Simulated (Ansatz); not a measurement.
# LiTaS3 (model cell, started as cubic perovskite with Ta in the octahedra): a soft mode frozen in

Wanted: the energy along a soft mode of LiTaS3 (model cell, started as cubic perovskite with Ta in the octahedra) and the structure at the end.

Calculated with Ansatz 0.2.0; DFT PBEsol, scalar-relativistic, plane waves, PAW; PAW set soft_1.

Report form: the programs' logs are mostly left out.

The structure was built from a prototype and need not be the compound's stable phase.

### 1. Set-up

The structure is cubic, space group Pm-3m (No. 221). The conventional cell has a = 4.770 Å, b = 4.770 Å, c = 4.770 Å, α = 90.00°, β = 90.00°, γ = 90.00°. Nearest to Li lie 12 S at 3.37 Å. Ta has 6 S at 2.39 Å nearest. Nearest to S lie 2 Ta at 2.39 Å. Farther neighbours and most contacts between anions are not listed.

### 2. Response at finite wavevector

The cell comes from relaxations at this level that are not shown. Stability and thermal properties need the whole zone. Linear response on a 2×2×2 q mesh gives force constants as far as a supercell of that size would.

input.yaml

```yaml
crystal:
  lattice:
    - [4.7703316616, 0.0, 0.0]
    - [0.0, 4.7703316616, 0.0]
    - [0.0, 0.0, 4.7703316616]
  atoms:
    - { symbol: Li, position: [0.0, 0.0, 0.0] }
    - { symbol: Ta, position: [0.5, 0.5, 0.5] }
    - { symbol: S, position: [0.5, 0.5, 0.0] }
    - { symbol: S, position: [0.5, 0.0, 0.5] }
    - { symbol: S, position: [0.0, 0.5, 0.5] }
kpoints:
  mp_grid: { grid: [8, 8, 8] }
hamiltonian:
  xc: pbesol
  pseudopotentials: { kind: paw, azcp: { folder: soft_1 }, xc_functional: pbe }
scf:
  occupations: { method: methfessel_paxton, width: 0.2 }
output:
  eigenvalues: true
phonons:
  method: dfpt
  qmesh: [2, 2, 2]
  temperatures: { t_max: 1000, t_step: 50 }
  qpath:
    path:
      - [[0.0, 0.0, 0.0], [0.0, 0.5, 0.0], [0.5, 0.5, 0.0], [0.0, 0.0, 0.0], [0.5, 0.5, 0.5], [0.0, 0.5, 0.0]]
      - [[0.5, 0.5, 0.5], [0.5, 0.5, 0.0]]
    npoints: 10
```

Command:

```console
$ ansatz run input.yaml --threads 8 --pin off --max-ram 16384MiB --backend cpu --events-out ev --progress --plain --runs-dir out
```

The job ended after 66 s (8 threads of Arm Neoverse V2, shared host; peak memory 1.1 GiB).

Numbers from this step:

```yaml
volume_per_atom: 21.71 Å³
gap_on_the_k_mesh: 0 eV
sum_rule_residual_before_enforcement: 2.98e-5 eV/Å²
lowest_frequency_on_the_path: -176.6 cm⁻¹
point_group: m-3m
highest_frequency_on_the_path_or_at_a_solved_wavevector: 516.2 cm⁻¹
highest_optical_mode_at_the_zone_centre_no_lo_to_term: 363.1 cm⁻¹
lowest_optical_zone_centre_mode: -176.6 cm⁻¹
lowest_mode_on_the_q_mesh_acoustic_modes_at_gamma_apart: -176.6 cm⁻¹
```

Frequencies (cm⁻¹) solved at each irreducible wavevector; negative means imaginary. Frequencies by wavevector, by row:

```tsv
q in reciprocal lattice units	star	mode 1	mode 2	mode 3	mode 4	mode 13	mode 14	mode 15
0 0 0	1	-176.6	-176.6	-176.6	0	363.1	363.1	363.1
0 0 -0.5	3	-169.7	-169.7	-134.7	-25.4	360.1	360.1	456.9
0 -0.5 -0.5	3	-164.4	-164.4	-159.5	-130.8	204.7	357.5	490.9
-0.5 -0.5 -0.5	1	-167.5	-167.5	-167.5	-142.8	202.9	202.9	516.2
```

Interpolated from a 2×2×2 q mesh. Phonon branches along the path, in cm⁻¹:

```tsv
point	branch 1	branch 2	branch 3	branch 4	branch 12	branch 13	branch 14	branch 15
Γ	-177	-177	-177	0	57	363	363	363
halfway	-173	-173	-155	-14	140	362	362	409
X	-170	-170	-135	-25	194	360	360	457
halfway	-167	-165	-153	-82	200	288	359	477
M	-164	-164	-160	-131	197	205	358	491
halfway	-169	-164	-161	-59	170	323	361	447
Γ	-177	-177	-177	0	57	363	363	363
halfway	-164	-164	-163	-63	176	299	299	480
R	-168	-168	-168	-143	203	203	203	516
halfway	-166	-165	-160	-89	203	242	272	501
X	-170	-170	-135	-25	194	360	360	457
jump to R	-168	-168	-168	-143	203	203	203	516
halfway	-166	-166	-164	-130	197	204	222	512
M	-164	-164	-160	-131	197	205	358	491
```

Symmetry leaves 4 wavevectors to solve. The lowest mode among them, the acoustic zeros apart, lies at Γ and is imaginary, 176.6i cm⁻¹, so the energy falls along it.

### 3. The mode frozen in, largest atomic shift 0 Å

The mode followed lies at Γ with frequency 176.6i cm⁻¹ and is 3-fold degenerate, the softest among the wavevectors solved. At small amplitude the distorted cell has space group no. 99 by a symmetry search on the positions. The undistorted cell that holds it gives the zero of energy on the same k mesh.

input.yaml, the sections that differ from step 2:

```yaml
output:
  forces: true
  stress: true
  eigenvalues: true
# crystal, kpoints, hamiltonian, scf: as in step 2
# phonons: removed
```

The job ended after 1.3 s (8 threads; peak memory 0.47 GiB; 5.1 s of CPU time).

This step gave:

```yaml
pressure: -0.006770 GPa
energy_from_the_undistorted_cell: 0 meV/atom
```

The run ends at a pressure of -0.01 GPa.

### 4. The mode frozen in, largest atomic shift 0.6 Å

The atoms are moved along the unstable eigenvector, the largest shift by 0.6 Å, with the cell fixed.

input.yaml, the sections that differ from step 3:

```yaml
crystal:
  lattice:
    - [4.7703316616, 0.0, 0.0]
    - [0.0, 4.7703316616, 0.0]
    - [0.0, 0.0, 4.7703316616]
  atoms:
    - { symbol: Li, position: [0.0, 0.1257774181, 0.0] }
    - { symbol: Ta, position: [0.5, 0.4992094327, 0.5] }
    - { symbol: S, position: [0.5, 0.491089919, 0.0] }
    - { symbol: S, position: [0.5, -0.0049447727, 0.5] }
    - { symbol: S, position: [0.0, 0.491089919, 0.5] }
# kpoints, hamiltonian, scf, output: as in step 3
```

Run time: 2.2 s. Hardware: 8 threads; peak memory 0.49 GiB.

This step gave:

```
pressure                         : 0.2523 GPa
energy from the undistorted cell : -26.04 meV/atom
```

The energy, extrapolated to zero smearing, is -26.04 meV/atom against the undistorted cell.

The run ends at a pressure of 0.25 GPa, with forces up to 0.35 eV/Å.

### 5. Energy along the mode, all amplitudes (two of the runs are shown above)

An imaginary frequency means negative curvature, so the energy should fall and then rise again as anharmonic terms take over.

Numbers from this step:

| Quantity | Value |
| --- | --- |
| depth at the lowest point sampled | 26.04 meV/atom |
| largest atomic shift at that point | 0.6 Å |

The energy from the parent by largest atomic shift:

```tsv
largest atomic shift (Å)	energy from the parent (meV/atom)
0.000	0
0.040	-0.134
0.080	-0.536
0.140	-1.63
0.220	-3.98
0.320	-8.25
0.450	-15.6
0.600	-26.0
```

Displacement at unit largest shift by atom:

```tsv
atom	x (Å)	y (Å)	z (Å)	size
Li1	0.00	1.00	0.00	1.00
Ta2	0.00	-0.01	0.00	0.01
S3	0.00	-0.07	0.00	0.07
S4	0.00	-0.04	0.00	0.04
S5	0.00	-0.07	0.00	0.07
```

The lowest of the steps tried is the last one, at 0.6 Å, 26.0 meV/atom below the parent; the bottom of the well need not coincide with a step.

### 6. Relaxing from the distorted cell

Starting from the lowest point found, all atoms and the cell are let go, so that strain and other modes of the same symmetry can join in.

Edit input.yaml of step 4 so:

```diff
@@ -22 +22,10 @@
   eigenvalues: true
+  write_density: true
+  write_potential: true
+  elf: true
+  volumetric_format: npy
+relax:
+  adjacent_minimum: "off"
+  f_tol: 0.002
+  max_steps: 120
+  cell: { stress_tol: 0.03 }
```

The job ended after 26 s (8 threads; peak memory 0.58 GiB; 3.2 min of CPU time).

The steps of the relaxation:

```tsv
step	energy less that of the first step (eV)	largest force component (eV/Å)	pressure (GPa)	volume (Å³)
1	0.0000	0.3507	0.25	108.55
2	-0.0878	0.3598	-0.22	109.42
3	-0.1668	0.2911	-0.39	110.04
4	-0.2246	0.1691	-0.18	110.29
5	-0.2535	0.0586	-0.21	110.87
6	-0.2580	0.0156	0.01	110.84
7	-0.2583	0.0135	-0.02	110.93
8	-0.2586	0.0008	0.02	110.87
9	-0.2586	0.0010	0.00	110.89
10*	-0.2589	0.0010	0.00	110.89
```

Relaxation steps marked * repeat the geometry before them on a plane-wave basis chosen anew for their cell, so energy and pressure can jump there.

The run keeps the 8 symmetry operations that it works with, so distortions that break them were not tested.

```tsv
conventional cell, symmetrised	before	after	change
a (Å)	4.770	4.830	+1.3 %
b (Å)	4.770	4.830	+1.3 %
c (Å)	4.770	4.753	-0.4 %
volume (Å³/atom)	21.71	22.18	+2.2 %
```

The atoms that moved most (Å, as changes of fractional coordinates times the final cell):

```tsv
atom	dx	dy	dz	length
Li1	0.000	0.912	0.000	0.912
Ta2	0.000	-0.288	0.000	0.288
S4	0.000	-0.237	0.000	0.237
S3	0.000	-0.194	0.000	0.194
S5	0.000	-0.194	0.000	0.194
```

The relaxed structure:

```cif
data_structure
_symmetry_space_group_name_H-M 'P 1'
_symmetry_Int_Tables_number 1
_cell_length_a 4.8302
_cell_length_b 4.7529
_cell_length_c 4.8302
_cell_angle_alpha 90.000
_cell_angle_beta 90.000
_cell_angle_gamma 90.000
_cell_volume 110.89
loop_
_atom_site_label
_atom_site_type_symbol
_atom_site_fract_x
_atom_site_fract_y
_atom_site_fract_z
_atom_site_occupancy
Li1 Li 0.00000 0.31770 0.00000 1
Ta2 Ta 0.50000 0.43869 0.50000 1
S3 S 0.50000 0.45033 0.00000 1
S4 S 0.50000 0.94518 0.50000 1
S5 S 0.00000 0.45033 0.50000 1
```

Numbers from this step:

| Property | Result |
| --- | --- |
| pressure | 0.002874 GPa |
| volume per atom | 22.18 Å³ |

Electrostatic potential energy in the ac plane at fractional y = 0.439, with atoms of Ta and S within 0.2 Å of it. With pseudopotentials it is smooth inside the atoms' cores, unlike the true potential.

Values in eV, 14 rows by 14 columns, each cell a mean:
```
 -6   0   5   6   1 -25 -36 -34 -35 -11   4   6   3  -4
  2   4   7   7   5  -8 -24 -28 -18   0   6   7   6   3
  6   7   8   8   7   2  -3  -5  -1   5   7   8   7   6
  4   5   7   7   5   1  -4  -5  -2   3   6   7   6   4
-15  -6   3   5   0 -11 -24 -27 -19  -5   3   5   0 -11
-36 -30  -8   1  -7 -30 -46 -49 -42 -19  -2  -1 -18 -35
-28 -36 -17  -2 -12 -40 -50 -50 -49 -27  -5  -5 -28 -34
-33 -34 -13  -1 -10 -36 -49 -50 -46 -24  -4  -3 -24 -36
-29 -18  -2   3  -3 -20 -36 -40 -30 -11   1   2  -8 -25
 -1   2   6   6   3  -3 -10 -12  -7   0   5   7   5   1
  6   7   8   8   6   3  -1  -2   1   5   7   8   7   6
  4   6   7   8   6  -2 -13 -17  -8   3   7   8   7   5
 -2   2   6   7   2 -18 -34 -36 -30  -6   5   7   4   0
-10  -2   4   6  -1 -29 -33 -28 -36 -15   4   6   2  -6
```
Columns run along a (4.8 Å; values clipped at the 3rd and 97th percentile), rows up along c (4.8 Å). Atoms in or near the plane, at fractional coordinates: Ta at (0.50, 0.50), S at (0.50, 0.00), S at (0.00, 0.50).

ELF in the ac plane at fractional y = 0.439, with atoms of Ta and S within 0.2 Å of it. It is the smooth field of the valence electrons, not physical close to the nuclei.

Ten even steps from '0' (0.03) to '9' (0.85), each cell a mean:
```
10169931699400
00148988996200
43225788863124
98522233322369
99841356412699
48962787843896
04963842763881
16963864853883
89951588732799
99731133212589
76323566642246
11137999985211
00169964898300
20179810499401
```
Columns run along a (4.8 Å), rows up along c (4.8 Å). Atoms in or near the plane, at fractional coordinates: Ta at (0.50, 0.50), S at (0.50, 0.00), S at (0.00, 0.50).

Valence density in the ac plane at fractional y = 0.439, with atoms of Ta and S within 0.2 Å of it. It is the smooth field of the valence electrons, not physical close to the nuclei.

Ten even steps from '_' (0.1 e/Å³) to '@' (4.4 e/Å³), each cell a mean:
```
________..::....::..________
__________..::::::..________
____________......__________
____________....____________
....______..----::______....
::::..__..==@@@@##::__..::::
__::::....##@@@@@@--....::..
..::......**@@@@@@--....::..
::....____::**##==..____..::
..__________......________..
____________....____________
__________....::..__________
__________..::::::..________
________..::..__::..________
```
Columns run along a (4.8 Å), rows up along c (4.8 Å). Atoms in or near the plane, at fractional coordinates: Ta at (0.50, 0.50), S at (0.50, 0.00), S at (0.00, 0.50).

The distorted start has space group P4mm; the relaxation ends in P4mm.

### 7. The new phase in its own primitive cell

The relaxed structure is symmetrised, reduced to its primitive cell and relaxed tightly, as its phonons need.

input.yaml, the sections that differ from step 6:

```yaml
crystal:
  lattice:
    - [4.8302449087, 0.0, 0.0]
    - [0.0, 4.8302449087, 0.0]
    - [0.0, 0.0, 4.7529404615]
  atoms:
    - { symbol: Li, position: [0.0, 0.0, 0.6822987569] }
    - { symbol: Ta, position: [0.5, 0.5, 0.5613102088] }
    - { symbol: S, position: [0.5, 0.0, 0.5496724771] }
    - { symbol: S, position: [0.5, 0.5, 0.0548241639] }
    - { symbol: S, position: [0.0, 0.5, 0.5496724771] }
output:
  forces: true
  stress: true
  eigenvalues: true
relax:
  adjacent_minimum: "off"
  f_tol: 0.001
  max_steps: 60
  cell: { stress_tol: 0.01 }
# kpoints, hamiltonian, scf: as in step 6
```

The job ended after 5.9 s (8 threads; peak memory 0.56 GiB).

Little changed from the start: no atom moved by 0.005 Å and no cell edge by 0.1 %.

This step gave:

* pressure: 0.002871 GPa

The largest force component left is 0.97 meV/Å and the pressure is 0.003 GPa, within the tolerances set. The cell now holds 22.18 Å³/atom.

### 8. Modes of the new phase

A relaxed structure may still be a saddle point, so its zone-centre modes are computed. No field response is asked, since the mesh shows no gap.

Edit input.yaml of step 7 so:

```diff
@@ -19,9 +19,4 @@
 output:
-  forces: true
-  stress: true
   eigenvalues: true
-relax:
-  adjacent_minimum: "off"
-  f_tol: 0.001
-  max_steps: 60
-  cell: { stress_tol: 0.01 }
+phonons:
+  method: dfpt
```

Elapsed: 35 s, on 8 threads; peak memory 1.3 GiB.

Numbers from this step:

```yaml
sum_rule_residual_before_enforcement: 1.36e-5 eV/Å²
point_group: 4mm
highest_optical_mode_at_the_zone_centre_no_lo_to_term: 349.4 cm⁻¹
lowest_optical_zone_centre_mode: 49.55 cm⁻¹
```

Patterns of degenerate modes are one choice out of their space. Modes at Γ, with each element's share of the kinetic energy:

```tsv
mode	frequency (cm⁻¹)	symmetry	Li %	Ta %	S %
1	0.0	acoustic	2	64	34
2	0.0	acoustic	2	64	34
3	0.0	acoustic	2	64	34
4	49.5	A1	6	34	60
5	93.1	E	8	33	59
6	93.1	E	8	33	59
7	102.4	B1	0	0	100
8	110.5	E	14	0	86
9	110.5	E	14	0	86
10	117.6	A1	92	0	8
11	303.1	E	72	1	27
12	303.1	E	72	1	27
13	338.5	A1	0	2	98
14	349.4	E	3	2	95
15	349.4	E	3	2	95
```

Displacements in mode 4 (49.5 cm⁻¹), the largest set to 1:
```
Li1  0.00  0.00 -0.96
Ta2  0.00  0.00  0.47
S3   0.00  0.00 -1.00
S4   0.00  0.00 -0.43
S5   0.00  0.00 -1.00
```

Displacements in mode 11 (303.1 cm⁻¹), the largest set to 1:
```
Li1  0.00  1.00  0.00
Ta2  0.00  0.02  0.00
S3   0.00 -0.16  0.00
S4   0.00  0.05  0.00
S5   0.00 -0.22  0.00
```

Before it was imposed, the acoustic sum rule was missed by 1.4e-5 eV/Å². Small misses are needed for a sound result but don't prove that mesh and cutoff are converged. The lowest optical mode is real, 49.5 cm⁻¹.

### 9. Summary of results

- unstable mode of the parent: q = (0, 0, 0), 177i cm⁻¹
- depth at the lowest point sampled: 26.0 meV/atom
- largest atomic shift at that point: 0.6 Å
- space group reached (within 0.01 Å): P4mm
- energy gained over the parent (first relaxation, on the mesh of the frozen mode): 77.4 meV/atom
- volume per atom, phase reached: 22.2 Å³
- lowest optical zone-centre mode, phase reached: 49.5 cm⁻¹
- highest optical mode at the zone centre (no LO-TO term), phase reached: 349 cm⁻¹

Along this mode the structure falls into P4mm, 77.4 meV/atom below the parent. At the parent's cell the well is 26.04 meV/atom deep on the steps tried, with its lowest point at a shift of 0.6 Å. That is the last step tried, so the steps alone don't bracket the bottom of the well. Relaxing atoms and cell changes the gain by +51.39 meV/atom against the lowest step (energies at zero smearing). Most of the total comes from this relaxation. The new phase has no imaginary mode at the zone centre of its cell; other wavevectors were not checked. Of the 6 patterns followed to their end from this parent, this one reaches the lowest energy. Each path keeps the symmetry of its pattern, so a lower phase may lie along a pattern not tried. With no gap, or one that is small against the smearing, the frequencies hang on the k mesh and the smearing, most of all near Kohn anomalies. Spin-orbit coupling is left out, which can matter for the heavy elements here. The PAW files were made for PBE and serve the other functionals too. A phonon run warned that its eigensolver left some bands unconverged in a pass. The starting cell was built on a prototype and not taken from a measurement, so the phase need not exist.

[Logs are printed without paths, hosts, clocks, repeated set-up lines and the standing remarks that a program may print on its own settings, such as how far it seeks lower states.]

[Hosts, paths, dates, database ids (printed as entryN), source tags and the programs' standing remarks are cut or masked in the printed files.]
